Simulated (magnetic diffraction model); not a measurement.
# Solving a magnetic structure from powder neutron data: Ho2Ga6Sn3Bi

Space group P6_3/mmc (no. 194), a = 6.3200 Å, c = 14.5700 Å.

| site | atom | x | y | z |
| --- | --- | --- | --- | --- |
| 2b | Bi | 0 | 0 | 3/4 |
| 4f | Ho | 2/3 | 1/3 | 0.9072 |
| 6h | Sn | 0.0398 | 0.5199 | 3/4 |
| 12k | Ga | 0.1714 | 0.3428 | 0.9192 |

This is a made-up structure (elements placed in a structure type, unrelaxed), so the numbers test the method and describe no known phase.

Only Ho is taken to order (form factors of Ho3+); orders and moment sizes are assumed, and not adapted to the symmetry. Radiation: neutrons of λ = 1.594 Å, 8° to 50°; isotropic B of 0.23 Å² (Bi), 0.33 Å² (Ho), 0.36 Å² (Sn) and 0.3 Å² (Ga). The intensities are simulated: I ∝ L Σ (|F_N|² + |F_M⊥|²) for unpolarised neutrons, with F_M = 2.695 fm/μB × Σ f(s) S exp(2πi Q·r) exp(−B s²) at Q = H ± k (one set where k and −k are equivalent), only the part normal to Q counting and L = 1/(sin²θ cos θ). For collinear order S is the moment m, which repeats by lattice and centring translations R with the sign exp(−2πi k·R). Form factors are spin-only for 3d ions and dipole or tabulated for f ions, scattering lengths are Sears's of 1992, and absorption is left out. A label names one of the reflections at its angle. The strongest nuclear line in the range is 100, and lines under 0.2 are left out.

Above the ordering temperature:

```csv
2θ (°),index,I
12.56,(0 0 2),0.3
17.90,(1 0 1),0.7
20.99,(1 0 2),0.7
25.35,(1 0 3),0.9
29.22,(1 1 0),0.7
30.48,(1 0 4),1.6
31.91,(1 1 2),1.1
33.86,(2 0 0),0.3
34.47,(2 0 1),32.0
36.10,(1 0 5),2.5
36.25,(2 0 2),71.9
38.32,(0 0 6),48.0
39.06,(2 0 3),100.0
42.73,(2 0 4),54.5
45.32,(2 1 0),0.7
45.80,(2 1 1),3.8
47.10,(2 0 5),16.0
48.90,(1 1 6),0.4
49.51,(2 1 3),0.5
```

Below it (cell unchanged):

```
2θ (°)      I
 10.45   69.4
 12.56    0.3
 15.10   19.4
 17.90    0.7
 19.22   51.9
 20.68    1.3
 20.99    0.7
 23.10   25.3
 25.35    0.9
 25.60    9.6
 26.66    4.2
 28.28   10.3
 29.22    0.7
 29.26   13.9
 29.32    0.9
 30.48    1.6
 31.11   18.5
 31.91    1.1
 32.88   14.5
 33.05    6.8
 33.86    0.3
 33.90    4.0
 34.47   32.0
 36.02    5.7
 36.07    0.6
 36.10    2.5
 36.25   71.9
 37.57    5.7
 38.32   48.0
 39.06  100.0
 39.09   16.5
 39.23    2.4
 39.29    0.4
 39.97    2.9
 41.11   12.2
 41.17    1.5
```
(The table stops after 36 lines; 20 more lie at higher angle.)

**Question.** Check that the new lines index with k = (1/2 0 0), then choose among these models:
A. collinear moments along [101], 7.4 μB on Ho; signs + at (2/3, 1/3, 0.9072), + at (1/3, 2/3, 0.4072), − at (2/3, 1/3, 0.5928), − at (1/3, 2/3, 0.0928)
B. collinear moments along [100], 7.4 μB on Ho; signs + at (2/3, 1/3, 0.9072), + at (1/3, 2/3, 0.4072), − at (2/3, 1/3, 0.5928), − at (1/3, 2/3, 0.0928)
C. collinear moments along [100], 7.4 μB on Ho; signs + at (2/3, 1/3, 0.9072), − at (1/3, 2/3, 0.4072), − at (2/3, 1/3, 0.5928), + at (1/3, 2/3, 0.0928)
D. collinear moments along [101], 7.4 μB on Ho; signs + at (2/3, 1/3, 0.9072), − at (1/3, 2/3, 0.4072), − at (2/3, 1/3, 0.5928), + at (1/3, 2/3, 0.0928)

The new lines index as (1/2 0 1) at 10.45°, (1/2 0 2) at 15.10°, (1/2 -1 2) at 19.22° and (1/2 0 3) at 20.68°, that is as H ± k with k = (1/2 0 0), one of 3 inequivalent arms of its star (k and −k counted as one), which a powder can't tell apart. Half indices mean that the moments reverse under translations with k·R a half-integer, and the magnetic cell has twice the primitive volume.

Magnetic intensity, observed (below minus above) and for each model:

| 2θ (°) | index | observed | A | B | C | D |
| --- | --- | --- | --- | --- | --- | --- |
| 10.45 | (1/2 0 1) | 69.4 | 27.6 | 23.1 | 69.4 | 82.7 |
| 15.10 | (1/2 0 2) | 19.4 | 28.7 | 58.2 | 19.4 | 9.6 |
| 15.80 | (1/2 -1 1) | <0.2 | 63.0 | 59.7 | <0.2 | <0.2 |
| 19.22 | (1/2 -1 2) | 51.9 | <0.2 | <0.2 | 51.9 | 37.3 |
| 23.10 | (1/2 1 1) | 25.3 | 14.4 | 8.4 | 25.3 | 43.1 |
| 25.60 | (1/2 1 2) | 9.6 | 35.4 | 28.8 | 9.6 | 11.8 |
| 26.03 | (3/2 0 1) | <0.2 | 21.5 | 7.6 | <0.2 | <0.2 |
| 28.28 | (3/2 0 2) | 10.3 | <0.2 | <0.2 | 10.3 | 19.0 |

Model C matches.

The structure used: k = (1/2 0 0), collinear moments along [100], 7.4 μB on Ho; signs + at (2/3, 1/3, 0.9072), − at (1/3, 2/3, 0.4072), − at (2/3, 1/3, 0.5928), + at (1/3, 2/3, 0.0928).

[Logs are printed without paths, hosts, clocks, repeated set-up lines and the standing remarks that a program may print on its own settings, such as how far it seeks lower states.]
